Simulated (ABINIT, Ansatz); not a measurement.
**Quasiparticle gap of K2H6Pt (Fm-3m) in ABINIT**

Wanted: ground state, empty states, screening and self-energy for K2H6Pt (Fm-3m).

Main program and level: ABINIT 10.8.3; LDA and many-body steps on it, plane waves.

## Step 1: Set-up

Symmetry: Fm-3m, No. 225, cubic system. The conventional cell has a = 8.120 Å, b = 8.120 Å, c = 8.120 Å, α = 90.00°, β = 90.00°, γ = 90.00°. Nearest to K lie 12 H at 2.90 Å. H has 1 Pt at 1.64 Å and 4 H at 2.32 Å and 4 K at 2.90 Å nearest. Pt has 6 H at 1.64 Å nearest. Farther neighbours are not listed.

The cell and positions are those that the Materials Project relaxed with its own functionals (PBE, PBE+U or r2SCAN), kept fixed. Spin-orbit coupling is left out unless a step names it.

## Step 2: Ground state

This step: ABINIT 10.8.3; DFT, LDA, plane waves, norm-conserving pseudopotentials.

The ground-state density comes first.

run.abi reads:

```
acell 3*1.0 Angstrom
rprim 
  0.000000000000 4.060020550000 4.060020550000
  4.060020550000 0.000000000000 4.060020550000
  4.060020550000 4.060020550000 0.000000000000
ntypat 3
znucl 19 1 78
natom 9
typat 1 1 2 2 2 2 2 2 3
xred 
  0.750000000000 0.750000000000 0.750000000000
  0.250000000000 0.250000000000 0.250000000000
  0.797862200000 0.797862200000 0.202137800000
  0.202137800000 0.797862200000 0.202137800000
  0.797862200000 0.202137800000 0.202137800000
  0.202137800000 0.202137800000 0.797862200000
  0.797862200000 0.202137800000 0.797862200000
  0.202137800000 0.797862200000 0.797862200000
  0.000000000000 0.000000000000 0.000000000000
pp_dirpath "pseudos"
pseudos "K.upf, H.upf, Pt.upf"
ecut 34
ngkpt 4 4 4
nshiftk 1
shiftk 0 0 0
kptopt 1
chksymbreak 0
nband 29
occopt 1
tolvrs 1e-10
nstep 60
prtwf 0
optforces 0
optstress 0
indata_prefix "in"
outdata_prefix "out"
tmpdata_prefix "tmp"
```

The run is started by

```bash
> OMP_NUM_THREADS=1 mpirun -n 4 abinit run.abi > log
```

Numbers of over 12 decimals in the logs are rounded to 6 here.

The program printed:

```text
.Version 10.8.3 of ABINIT. v10.8.2 released Aug 2026.

 Symmetries : space group Fm -3 m (#225); Bravais cF (face-center cubic)
================================================================================
 Values of the parameters that define the memory need of the present run
     intxc =       0    ionmov =       0      iscf =       7    lmnmax =       8
     lnmax =       8     mgfft =      60  mpssoang =       4    mqgrid =    3001
     natom =       9  nloc_mem =       1    nspden =       1   nspinor =       1
    nsppol =       1      nsym =      48    n1xccc =    2501    ntypat =       3
    occopt =       1   xclevel =       1
-    mband =          29        mffmem =           1         mkmem =           2
       mpw =        8554          nfft =      216000          nkpt =           8
================================================================================
  Rough estimation (10% accuracy) of disk space for files :
================================================================================

--------------------------------------------------------------------------------
------------- Echo of variables that govern the present computation ------------
--------------------------------------------------------------------------------
 -outvars: echo values of preprocessed input variables --------
            acell      1.8897261259E+00  1.8897261259E+00  1.8897261259E+00 Bohr

      chksymbreak           0
             ecut      3.40000000E+01 Hartree
-          fftalg         312

              ixc       -1012
              kpt      0.00000000E+00  0.00000000E+00  0.00000000E+00
                       2.50000000E-01  0.00000000E+00  0.00000000E+00
                       5.00000000E-01  0.00000000E+00  0.00000000E+00
                       2.50000000E-01  2.50000000E-01  0.00000000E+00
                       5.00000000E-01  2.50000000E-01  0.00000000E+00
                      -2.50000000E-01  2.50000000E-01  0.00000000E+00
                       5.00000000E-01  5.00000000E-01  0.00000000E+00
                      -2.50000000E-01  5.00000000E-01  2.50000000E-01
         kptrlatt        4    0    0      0    4    0      0    0    4
          kptrlen      4.34012351E+01
P           mkmem           2
            natom           9
            nband          29
            ngfft          60      60      60
             nkpt           8
            nstep          60
             nsym          48
           ntypat           3
              occ      2.000000  2.000000  2.000000  2.000000  2.000000  2.000000
                       2.000000  2.000000  2.000000  2.000000  2.000000  2.000000
                       2.000000  2.000000  2.000000  2.000000  2.000000  2.000000
                       2.000000  2.000000  2.000000  0.000000  0.000000  0.000000
                       0.000000  0.000000  0.000000  0.000000  0.000000
        optforces           0
        optstress           0
            prtwf           0
            rprim      0.0000000000E+00  4.0600205500E+00  4.0600205500E+00
                       4.0600205500E+00  0.0000000000E+00  4.0600205500E+00
                       4.0600205500E+00  4.0600205500E+00  0.0000000000E+00
          spgroup         225

           tolvrs      1.00000000E-10

             xred      7.5000000000E-01  7.5000000000E-01  7.5000000000E-01
                       2.5000000000E-01  2.5000000000E-01  2.5000000000E-01
[...]
znucl       19.00000    1.00000   78.00000

================================================================================

 chkinp: Checking input parameters for consistency.

================================================================================
== DATASET  1 ==================================================================
-   mpi_nproc: 4, omp_nthreads: 1 (-1 if OMP is not activated)

--- !DatasetInfo
iteration_state: {dtset: 1, }
dimensions: {natom: 9, nkpt: 8, mband: 29, nsppol: 1, nspinor: 1, nspden: 1, mpw: 8554, }
cutoff_energies: {ecut:  34.0, pawecutdg:  -1.0, }
electrons: {nelect:   4.20000000E+01, charge:   0.00000000E+00, occopt:   1.00000000E+00, tsmear:   1.00000000E-02, }

 Real(R)+Recip(G) space primitive vectors, cartesian coordinates (Bohr,Bohr^-1):
 R(1)=  0.0000000  7.6723269  7.6723269  G(1)= -0.0651693  0.0651693  0.0651693
 R(2)=  7.6723269  0.0000000  7.6723269  G(2)=  0.0651693 -0.0651693  0.0651693
 R(3)=  7.6723269  7.6723269  0.0000000  G(3)=  0.0651693  0.0651693 -0.0651693
 Unit cell volume ucvol=  9.0325691E+02 bohr^3
 Angles (23,13,12)=  6.00000000E+01  6.00000000E+01  6.00000000E+01 degrees

 getcut: wavevector=  0.0000  0.0000  0.0000  ngfft=  60  60  60
         ecut(hartree)=     34.000   => boxcut(ratio)=   2.10671

--- Pseudopotential description ------------------------------------------------
- K Generated using ONCVPSP code by D. R. Hamann
- 19.00000   9.00000  180309                  znucl, zion, pspdat
12 -1012 2 -1 2170                            pspcod,pspxc,lmax,lloc,mmax
     nproj     2     2     2     0
  pspatm : epsatm=    8.21740868
         --- l  ekb(1:nproj) -->
[...]
pspatm: atomic psp has been read  and splines computed

- H Generated using ONCVPSP code by D. R. Hamann
-  1.00000   1.00000  180309                  znucl, zion, pspdat
12 -1012 1 -1 1180                            pspcod,pspxc,lmax,lloc,mmax
     nproj     2     1     0     0
  pspatm : epsatm=    0.35439867
         --- l  ekb(1:nproj) -->
[...]
1   -0.275071
 pspatm: atomic psp has been read  and splines computed

- Pt Generated using ONCVPSP code by D. R. Hamann
- 78.00000  18.00000  180309                  znucl, zion, pspdat
12 -1012 3 -1 1340                            pspcod,pspxc,lmax,lloc,mmax
     nproj     2     2     2     2
  pspatm : epsatm=   26.53268550
         --- l  ekb(1:nproj) -->
[...]
pspatm: atomic psp has been read  and splines computed

   1.89394358E+03                                ecore*ucvol(ha*bohr**3)
--------------------------------------------------------------------------------

_setup2: Arith. and geom. avg. npw (full set) are    8550.516    8550.497

================================================================================

--- !BeginCycle
iteration_state: {dtset: 1, }
solver: {iscf: 7, nstep: 60, nline: 4, wfoptalg: 0, }
tolerances: {tolvrs: 1.00E-10, }

     iter   Etot(hartree)      deltaE(h)  residm     vres2
 ETOT  1  -193.91248674111    -1.939E+02 9.626E-02 4.340E+02
 ETOT  2  -193.94882550163    -3.634E-02 1.142E-02 1.414E+03
 ETOT  3  -194.11379553404    -1.650E-01 3.881E-03 4.086E+01
 ETOT  4  -194.11614504759    -2.350E-03 3.124E-03 4.944E-01
 ETOT  5  -194.11618308077    -3.803E-05 7.934E-04 1.341E-01
 ETOT  6  -194.11618613865    -3.058E-06 1.192E-03 2.687E-02
 ETOT  7  -194.11618714798    -1.009E-06 3.289E-04 8.177E-04
 ETOT  8  -194.11618717038    -2.240E-08 5.101E-04 6.595E-05
 ETOT  9  -194.11618717544    -5.063E-09 1.476E-04 2.484E-06
 ETOT 10  -194.11618717564    -1.975E-10 2.373E-04 8.233E-09
 ETOT 11  -194.11618717565    -1.003E-11 7.132E-05 3.872E-10
 ETOT 12  -194.11618717563     1.444E-11 1.177E-04 1.062E-11

 At SCF step   12       vres2   =  1.06E-11 < tolvrs=  1.00E-10 =>converged.

--- !ResultsGS
iteration_state: {dtset: 1, }
comment   : Summary of ground state results
lattice_vectors:
- [  0.0000000,   7.6723269,   7.6723269, ]
- [  7.6723269,   0.0000000,   7.6723269, ]
- [  7.6723269,   7.6723269,   0.0000000, ]
lattice_lengths: [  10.85031,   10.85031,   10.85031, ]
lattice_angles: [ 60.000,  60.000,  60.000, ] # degrees, (23, 13, 12)
lattice_volume:   9.0325691E+02
convergence: {deltae:  1.444E-11, res2:  1.062E-11, residm:  1.177E-04, diffor:  0.000E+00, }
etotal    :  -1.94116187E+02
entropy   :   0.00000000E+00
fermie    :   7.49193000E-03
cartesian_stress_tensor: null
pressure_GPa: null
xred      :
- [  7.5000E-01,   7.5000E-01,   7.5000E-01,  K]
- [  2.5000E-01,   2.5000E-01,   2.5000E-01,  K]
- [  7.9786E-01,   7.9786E-01,   2.0214E-01,  H]
- [  2.0214E-01,   7.9786E-01,   2.0214E-01,  H]
- [  7.9786E-01,   2.0214E-01,   2.0214E-01,  H]
- [  2.0214E-01,   2.0214E-01,   7.9786E-01,  H]
- [  7.9786E-01,   2.0214E-01,   7.9786E-01,  H]
- [  2.0214E-01,   7.9786E-01,   7.9786E-01,  H]
- [  0.0000E+00,   0.0000E+00,   0.0000E+00, Pt]
cartesian_forces: null
force_length_stats: {min: null, max: null, mean: null, }

 Integrated electronic density in atomic spheres:
 ------------------------------------------------
 Atom  Sphere_radius  Integrated_density
[...]
================================================================================

 ----iterations are completed or convergence reached----

 Mean square residual over all n,k,spin=   92.976E-08; max=  11.766E-05
 reduced coordinates (array xred) for    9 atoms
[...]
0.797862200000      0.202137800000      0.202137800000
       0.202137800000      0.202137800000      0.797862200000
       0.797862200000      0.202137800000      0.797862200000
       0.202137800000      0.797862200000      0.797862200000
       0.000000000000      0.000000000000      0.000000000000
 rms dE/dt=  0.0000E+00; max dE/dt=  0.0000E+00; dE/dt below (all hartree)
    1       0.000000000000      0.000000000000      0.000000000000
    2       0.000000000000      0.000000000000      0.000000000000
    3       0.000000000000      0.000000000000      0.000000000000
    4       0.000000000000      0.000000000000      0.000000000000
    5       0.000000000000      0.000000000000      0.000000000000
    6       0.000000000000      0.000000000000      0.000000000000
    7       0.000000000000      0.000000000000      0.000000000000
    8       0.000000000000      0.000000000000      0.000000000000
    9       0.000000000000      0.000000000000      0.000000000000

 cartesian coordinates (angstrom) at end:
    1      6.090031     6.090031     6.090031
[...]
5      1.641367     4.060021     4.060021
    6      4.060021     4.060021     1.641367
    7      4.060021     6.478674     4.060021
    8      6.478674     4.060021     4.060021
    9      0.000000     0.000000     0.000000
 length scales=  1.889726125908  1.889726125908  1.889726125908 bohr
              =  1.000000000000  1.000000000000  1.000000000000 angstroms
 prteigrs : about to open file out_EIG
 Fermi (or HOMO) energy (hartree) =   0.00749   Average Vxc (hartree)=  -0.30926
 Eigenvalues (hartree) for nkpt=   8  k points:
 kpt#   1, nband= 29, wtk=  0.01563, kpt=  0.0000  0.0000  0.0000 (reduced coord)
  -3.55325   -1.86406   -1.86406   -1.86406   -0.99931   -0.99815   -0.40278   -0.40278
  -0.40278   -0.39795   -0.39795   -0.39795   -0.17645   -0.13904   -0.13904   -0.02352
  -0.02352   -0.02352   -0.00142   -0.00142   -0.00142    0.19036    0.22493    0.22493
   0.33091    0.33091    0.33105    0.33864    0.33864
 prteigrs : prtvol=0 or 1, do not print more k-points.

--- !EnergyTerms
iteration_state     : {dtset: 1, }
comment             : Components of total free energy in Hartree
kinetic             :  6.06779975315273E+01
hartree             :  6.53554308663076E+01
xc                  : -3.81024338923703E+01
Ewald energy        : -9.60491265973466E+01
psp_core            :  2.09679390312773E+00
local_psp           : -2.04091173167218E+02
non_local_psp       :  1.59963241803383E+01
total_energy        : -1.94116187175634E+02
total_energy_eV     : -5.28217054583331E+03
band_energy         : -2.81495755013547E+01

== END DATASET(S) ==============================================================
================================================================================

 -outvars: echo values of variables after computation  --------
           etotal     -1.9411618718E+02
            nband          29
             nkpt           8
          spgroup         225
 [... the other variables as echoed above ...]

 Calculation completed.
```

The job ended after 34 s (4 MPI ranks of Arm Neoverse V1, shared host; peak memory 0.46 GiB).

Numbers from this step:

* total energy: -5282.1705 eV
* gap: 3.719 eV
* k of the valence top: 0.5, 0, 0
* k of the conduction bottom: 0.5, 0.5, 0
* least direct gap: 3.838 eV

The gap is indirect, with the least direct gap 0.12 eV higher.

## Step 3: Empty states on the mesh, 2×2×2 mesh, 260 bands

The sums over transitions need many empty states on a uniform mesh; this step solves for them.

Changes to run.abi since step 2:

```diff
@@ -22,3 +22,3 @@
 ecut 34
-ngkpt 4 4 4
+ngkpt 2 2 2
 nshiftk 1
@@ -27,9 +27,10 @@
 chksymbreak 0
-nband 29
-occopt 1
-tolvrs 1e-10
+iscf -2
+irdden 1
+istwfk *1
+nband 260
+nbdbuf 22
+tolwfr 1e-09
 nstep 60
-prtwf 0
-optforces 0
-optstress 0
+prtvol 0
 indata_prefix "in"
```

The program printed:

```text
.Version 10.8.3 of ABINIT. v10.8.2 released Aug 2026.

 Symmetries : space group Fm -3 m (#225); Bravais cF (face-center cubic)
[... echo of the input left out ...]
== DATASET  1 ==================================================================
-   mpi_nproc: 4, omp_nthreads: 1 (-1 if OMP is not activated)
-    --> not optimal distribution: autoparal keyword recommended in input file <--

--- !DatasetInfo
iteration_state: {dtset: 1, }
dimensions: {natom: 9, nkpt: 3, mband: 260, nsppol: 1, nspinor: 1, nspden: 1, mpw: 8609, }
cutoff_energies: {ecut:  34.0, pawecutdg:  -1.0, }
electrons: {nelect:   4.20000000E+01, charge:   0.00000000E+00, occopt:   1.00000000E+00, tsmear:   1.00000000E-02, }

 Real(R)+Recip(G) space primitive vectors, cartesian coordinates (Bohr,Bohr^-1):
 R(1)=  0.0000000  7.6723269  7.6723269  G(1)= -0.0651693  0.0651693  0.0651693
 R(2)=  7.6723269  0.0000000  7.6723269  G(2)=  0.0651693 -0.0651693  0.0651693
 R(3)=  7.6723269  7.6723269  0.0000000  G(3)=  0.0651693  0.0651693 -0.0651693
 Unit cell volume ucvol=  9.0325691E+02 bohr^3
 Angles (23,13,12)=  6.00000000E+01  6.00000000E+01  6.00000000E+01 degrees

 getcut: wavevector=  0.0000  0.0000  0.0000  ngfft=  60  60  60
         ecut(hartree)=     34.000   => boxcut(ratio)=   2.10671

--- Pseudopotential description ------------------------------------------------
- K Generated using ONCVPSP code by D. R. Hamann
- 19.00000   9.00000  180309                  znucl, zion, pspdat
12 -1012 2 -1 2170                            pspcod,pspxc,lmax,lloc,mmax
     nproj     2     2     2     0
  pspatm : epsatm=    8.21740868
         --- l  ekb(1:nproj) -->
             0   10.940065    0.829722
             1    4.437415    0.568178
             2   -3.386874   -1.066382
 pspatm: atomic psp has been read  and splines computed

- H Generated using ONCVPSP code by D. R. Hamann
-  1.00000   1.00000  180309                  znucl, zion, pspdat
12 -1012 1 -1 1180                            pspcod,pspxc,lmax,lloc,mmax
     nproj     2     1     0     0
  pspatm : epsatm=    0.35439867
         --- l  ekb(1:nproj) -->
[...]
1   -0.275071
 pspatm: atomic psp has been read  and splines computed

- Pt Generated using ONCVPSP code by D. R. Hamann
- 78.00000  18.00000  180309                  znucl, zion, pspdat
12 -1012 3 -1 1340                            pspcod,pspxc,lmax,lloc,mmax
     nproj     2     2     2     2
  pspatm : epsatm=   26.53268550
         --- l  ekb(1:nproj) -->
[...]
pspatm: atomic psp has been read  and splines computed

--------------------------------------------------------------------------------

================================================================================
 prteigrs : about to open file out_EIG
 Non-SCF case, kpt    1 (  0.00000  0.00000  0.00000), residuals and eigenvalues=
[...]
1.09E-04  1.90E-04  3.05E-04  9.38E-05
 -3.5533E+00 -1.8641E+00 -1.8641E+00 -1.8641E+00 -9.9931E-01 -9.9815E-01
 -4.0278E-01 -4.0278E-01 -4.0278E-01 -3.9795E-01 -3.9795E-01 -3.9795E-01
 -1.7645E-01 -1.3904E-01 -1.3904E-01 -2.3517E-02 -2.3517E-02 -2.3517E-02
[...]
2.8420E+00  2.8616E+00  2.8616E+00  2.8616E+00  2.8811E+00  2.8881E+00
  2.8881E+00  2.8882E+00  2.9073E+00  2.9078E+00  2.9162E+00  2.9171E+00
  2.9282E+00  2.9299E+00
 prteigrs : prtvol=0 or 1, do not print more k-points.

--- !ResultsGS
iteration_state: {dtset: 1, }
comment   : Summary of ground state results
lattice_vectors:
- [  0.0000000,   7.6723269,   7.6723269, ]
- [  7.6723269,   0.0000000,   7.6723269, ]
- [  7.6723269,   7.6723269,   0.0000000, ]
lattice_lengths: [  10.85031,   10.85031,   10.85031, ]
lattice_angles: [ 60.000,  60.000,  60.000, ] # degrees, (23, 13, 12)
lattice_volume:   9.0325691E+02
convergence: {deltae:  0.000E+00, res2:  0.000E+00, residm:  9.982E-10, diffor:  0.000E+00, }
etotal    :  -1.94116187E+02
entropy   :   0.00000000E+00
fermie    :   7.49193000E-03
cartesian_stress_tensor: null
pressure_GPa: null
xred      :
- [  7.5000E-01,   7.5000E-01,   7.5000E-01,  K]
- [  2.5000E-01,   2.5000E-01,   2.5000E-01,  K]
- [  7.9786E-01,   7.9786E-01,   2.0214E-01,  H]
- [  2.0214E-01,   7.9786E-01,   2.0214E-01,  H]
- [  7.9786E-01,   2.0214E-01,   2.0214E-01,  H]
- [  2.0214E-01,   2.0214E-01,   7.9786E-01,  H]
- [  7.9786E-01,   2.0214E-01,   7.9786E-01,  H]
- [  2.0214E-01,   7.9786E-01,   7.9786E-01,  H]
- [  0.0000E+00,   0.0000E+00,   0.0000E+00, Pt]
cartesian_forces: null
force_length_stats: {min: null, max: null, mean: null, }

 Integrated electronic density in atomic spheres:
 ------------------------------------------------
 Atom  Sphere_radius  Integrated_density
[...]
================================================================================

 ----iterations are completed or convergence reached----

 Mean square residual over all n,k,spin=   47.910E-11; max=  99.824E-11
 reduced coordinates (array xred) for    9 atoms
[...]
0.202137800000      0.797862200000      0.797862200000
       0.000000000000      0.000000000000      0.000000000000

 cartesian coordinates (angstrom) at end:
    1      6.090031     6.090031     6.090031
    2      2.030010     2.030010     2.030010
[...]
9      0.000000     0.000000     0.000000
 length scales=  1.889726125908  1.889726125908  1.889726125908 bohr
              =  1.000000000000  1.000000000000  1.000000000000 angstroms
 prteigrs : about to open file out_EIG
 Eigenvalues (hartree) for nkpt=   3  k points:
 kpt#   1, nband=260, wtk=  0.12500, kpt=  0.0000  0.0000  0.0000 (reduced coord)
[...]
2.78875    2.78875    2.83249    2.83249    2.83249    2.83558    2.84195    2.86160
   2.86160    2.86160    2.88113    2.88810    2.88811    2.88818    2.90726    2.90777
   2.91621    2.91713    2.92825    2.92988
 prteigrs : prtvol=0 or 1, do not print more k-points.

== END DATASET(S) ==============================================================
================================================================================

 -outvars: echo values of variables after computation  --------
            nband         260
             nkpt           3
          spgroup         225
 [... the other variables as echoed above ...]

 Calculation completed.
```

Wall time 2.8 min (4 MPI ranks); peak memory 0.45 GiB; 11 min of CPU time.

This step gave:

- gap: 3.719 eV
- k of the valence top: 0.5, 0, 0
- k of the conduction bottom: 0.5, 0.5, 0
- least direct gap: 3.838 eV
- k points computed: 3
- lowest point of the top converged band, above the valence top: 74.7282 eV

On this mesh the gap is 3.719 eV.

[end of part 1 of 2]

[Paths, hosts, dates, memory and timing lines, banners, echoed tables and standing remarks are left out of the program output.]

[Logs are printed without paths, hosts, clocks, repeated set-up lines and the standing remarks that a program may print on its own settings, such as how far it seeks lower states.]

[Runs of the session that timed out or met a known fault of the program may be left out.]

[Hosts, paths, dates, database ids (printed as entryN), source tags and the programs' standing remarks are cut or masked in the printed files.]

[G0W0 gaps are taken among the corrected bands and points alone; a level outside them can change the order at an edge.]

[Where Ansatz stands beside ABINIT at settings called matched, ABINIT's density can come from a denser mesh and the files from another edition; pairs whose starting gaps differed by over 0.03 eV were left out, so agreement reads better than it is.]
